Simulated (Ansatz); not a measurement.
# ZnS (F-43m): zone-centre modes under pressure, part 2 of 2

Wanted: Grüneisen parameters and pressure coefficients of the modes of ZnS (F-43m).

Ansatz 0.2.0; DFT PBE, scalar-relativistic, plane waves, PAW; PAW set soft_1.

So far, highest optical mode at the zone centre (no LO-TO term) (cm⁻¹): step 4 (zone-centre response at rest) 260.

The database entry behind the starting cell differs from later determinations by our own check (about 0.1 % short), so it need not match the best structure at ambient conditions.

**6. Modes of this member: 1.06 times the volume at rest (continued)**

Without the LO-TO term. Patterns of degenerate modes are one choice out of their space. The modes at Γ (shares of kinetic energy by element, %):

| mode | frequency (cm⁻¹) | symmetry | S % | Zn % |
| --- | --- | --- | --- | --- |
| 1 | 0.0 | acoustic | 33 | 67 |
| 2 | 0.0 | acoustic | 33 | 67 |
| 3 | 0.0 | acoustic | 33 | 67 |
| 4 | 233.5 | T2 | 67 | 33 |
| 5 | 233.5 | T2 | 67 | 33 |
| 6 | 233.5 | T2 | 67 | 33 |

Transverse modes. Infrared lines, with heights relative to the strongest:

| position (cm⁻¹) | label | relative intensity |
| --- | --- | --- |
| 234 | T2 | 100 |

The optical mode without the LO-TO term lies at 233.5 cm⁻¹.

Between step 4 and this run (volume ratio 1.06) the value for the highest optical mode at the zone centre (no LO-TO term) moves from 260 cm⁻¹ to 233 cm⁻¹ (-10 %).

**7. Ground state of a member: 0.9 times the volume at rest**

The cell is set to 0.9 times the volume at rest; symmetry leaves nothing else free, so this is a single point.

Contents of input.yaml:

```yaml
crystal:
  lattice:
    - [0.0, 2.627898788, 2.627898788]
    - [2.627898788, 0.0, 2.627898788]
    - [2.627898788, 2.627898788, 0.0]
  atoms:
    - { symbol: S, position: [0.0, 0.0, 0.0] }
    - { symbol: Zn, position: [0.75, 0.75, 0.75] }
kpoints:
  mp_grid: { grid: [12, 12, 12] }
hamiltonian:
  xc: pbe
  pseudopotentials: { kind: paw, azcp: { folder: soft_1 } }
scf:
  occupations: { method: fixed }
output:
  forces: true
  stress: true
  eigenvalues: true
```

Launch:

```sh
ansatz run input.yaml --threads 4 --pin off --max-ram 10240MiB --backend cpu --events-out ev --progress --plain --runs-dir out
```

Run time: 1.3 s. Hardware: 4 threads of Arm Neoverse V1, shared host; peak memory 0.33 GiB.

Numbers from this step:

```
pressure          : 9.256 GPa
gap on the k-mesh : 2.473 eV
volume per atom   : 18.15 Å³
```

The forces vanish by symmetry, at a pressure of 9.26 GPa.

**8. Modes of this member: 0.9 times the volume at rest**

The zone-centre modes follow for 0.9 times the volume at rest, with the response to a field.

input.yaml: that of step 7 with these lines changed.

```diff
@@ -16,4 +16,6 @@
 output:
-  forces: true
-  stress: true
   eigenvalues: true
+phonons:
+  method: dfpt
+  dielectric: true
+  rigid_motions: translations
```

The job ended after 33 s (4 threads; peak memory 0.76 GiB; 2.1 min of CPU time).

Numbers from this step:

```yaml
sum_rule_residual_before_enforcement: 4.22e-4 eV/Å²
miss_of_the_charge_sum_rule: 1.73e-4 e
estimated_error_of_the_dielectric_tensor: 0.01489
estimated_error_of_the_born_charges: 0.01246 e
highest_optical_mode_at_the_zone_centre_no_lo_to_term: 311.7 cm⁻¹
lowest_optical_zone_centre_mode: 311.7 cm⁻¹
mean_high_frequency_dielectric_constant: 5.914
largest_born_charge_third_of_the_trace: -1.873 e
mean_static_dielectric_constant: 8.189
top_of_the_zone_centre_spectrum_with_the_field: 366.8 cm⁻¹
```

Without the LO-TO term. Patterns of degenerate modes are one choice out of their space. Modes at Γ, with each element's share of the kinetic energy:

| mode | frequency (cm⁻¹) | symmetry | S % | Zn % |
| --- | --- | --- | --- | --- |
| 1 | 0.0 | acoustic | 33 | 67 |
| 2 | 0.0 | acoustic | 33 | 67 |
| 3 | 0.0 | acoustic | 33 | 67 |
| 4 | 311.7 | T2 | 67 | 33 |
| 5 | 311.7 | T2 | 67 | 33 |
| 6 | 311.7 | T2 | 67 | 33 |

Transverse modes. Infrared lines, with heights relative to the strongest:

| position (cm⁻¹) | label | relative intensity |
| --- | --- | --- |
| 312 | T2 | 100 |

The optical mode without the LO-TO term lies at 311.7 cm⁻¹.

For the highest optical mode at the zone centre (no LO-TO term), step 4 gave 260 cm⁻¹; this run, with volume ratio 0.9, gives 312 cm⁻¹ (+20 %).

**9. All members side by side**

The members are set side by side, also those not shown above.

Each row is one cell with its response, relaxed at fixed volume as far as symmetry leaves anything free; energies are extrapolated to zero smearing, and E0 is that at rest; shape and atoms are relaxed in each cell where symmetry leaves them free. State of the crystal along the series:

| volume ratio | V (Å³/atom) | pressure (GPa) | E - E0 (meV/atom) | gap on mesh (eV) | ε∞ | ε0 | largest Born charge in size, a third of the trace (e) | top mode with the field, highest of q along x, y and z (cm⁻¹) |
| --- | --- | --- | --- | --- | --- | --- | --- | --- |
| 0.9 | 18.15 | 9.256 | 52.95 | 2.473 | 5.914 | 8.189 | 1.873 | 366.8 |
| 0.92 | 18.55 | 6.977 | 32.58 | 2.375 | 5.909 | 8.382 | 1.904 | 358 |
| 0.94 | 18.95 | 4.936 | 17.63 | 2.28 | 5.908 | 8.593 | 1.933 | 349.6 |
| 0.96 | 19.36 | 3.108 | 7.543 | 2.187 | 5.913 | 8.824 | 1.962 | 341.5 |
| 0.98 | 19.76 | 1.469 | 1.813 | 2.098 | 5.922 | 9.075 | 1.99 | 333.8 |
| 0.99 | 19.96 | 0.7148 | 0.4473 | 2.054 | 5.928 | 9.208 | 2.004 | 330.1 |
| 1 | 20.16 | 6.42e-5 | 0 | 2.011 | 5.936 | 9.347 | 2.017 | 326.4 |
| 1.02 | 20.57 | -1.317 | 1.688 | 1.927 | 5.954 | 9.643 | 2.044 | 319.4 |
| 1.04 | 20.97 | -2.499 | 6.521 | 1.845 | 5.977 | 9.964 | 2.069 | 312.5 |
| 1.06 | 21.37 | -3.559 | 14.17 | 1.766 | 6.005 | 10.31 | 2.094 | 305.9 |

Without the LO-TO term; each mode is tracked from rest by its pattern, and modes that stay within 0.3 cm⁻¹ of each other stand once; shape and atoms are relaxed in each cell where symmetry leaves them free. Optical modes along the series:

| V (Å³/atom) | mode 4 T2 (cm⁻¹) |
| --- | --- |
| 18.15 | 311.7 |
| 18.55 | 300.6 |
| 18.95 | 289.9 |
| 19.36 | 279.6 |
| 19.76 | 269.7 |
| 19.96 | 264.9 |
| 20.16 | 260.1 |
| 20.57 | 250.9 |
| 20.97 | 242.1 |
| 21.37 | 233.5 |

From cubic fits (parabolas where under five rows exist) of ln ω and P against ln V through the rows within about 4 % of rest: γ = −d ln ω / d ln V and dω/dP = γ ω / B. Slopes at rest:

| mode | fitted frequency at rest (cm⁻¹) | Grüneisen parameter γ | dω/dP (cm⁻¹/GPa) |
| --- | --- | --- | --- |
| mode 4 T2 | 260.2 | 1.8 | 6.74 |
| longitudinal mode | 326.5 | 1.11 | 5.21 |

**10. Outcome**

```json
{
 "members": "10",
 "highest optical mode at the zone centre (no LO-TO term), at rest": "260.1 cm⁻¹",
 "bulk modulus at rest": "69.5 GPa",
 "mode 4 T2, γ": "1.80",
 "longitudinal mode, γ": "1.11"
}
```

In words: The series spans -3.6 to 9.3 GPa, and the slope at rest gives a bulk modulus of 70 GPa. The transverse optical mode has γ = 1.80 and moves by 6.7 cm⁻¹ for each GPa, the longitudinal one has γ = 1.11 and moves by 5.2. ε∞ is 5.94 at rest, with d ln ε∞ / d ln V = 0.14. One k mesh and one cutoff serve the ground states and modes of all volumes; the field response picks its own mesh. These are harmonic frequencies at zero temperature: anharmonic shifts, linewidths and thermal expansion are left out. Only the zone centre was solved, so an instability at another wavevector cannot show here.

[Logs are printed without paths, hosts, clocks, repeated set-up lines and the standing remarks that a program may print on its own settings, such as how far it seeks lower states.]

[Hosts, paths, dates, database ids (printed as entryN), source tags and the programs' standing remarks are cut or masked in the printed files.]
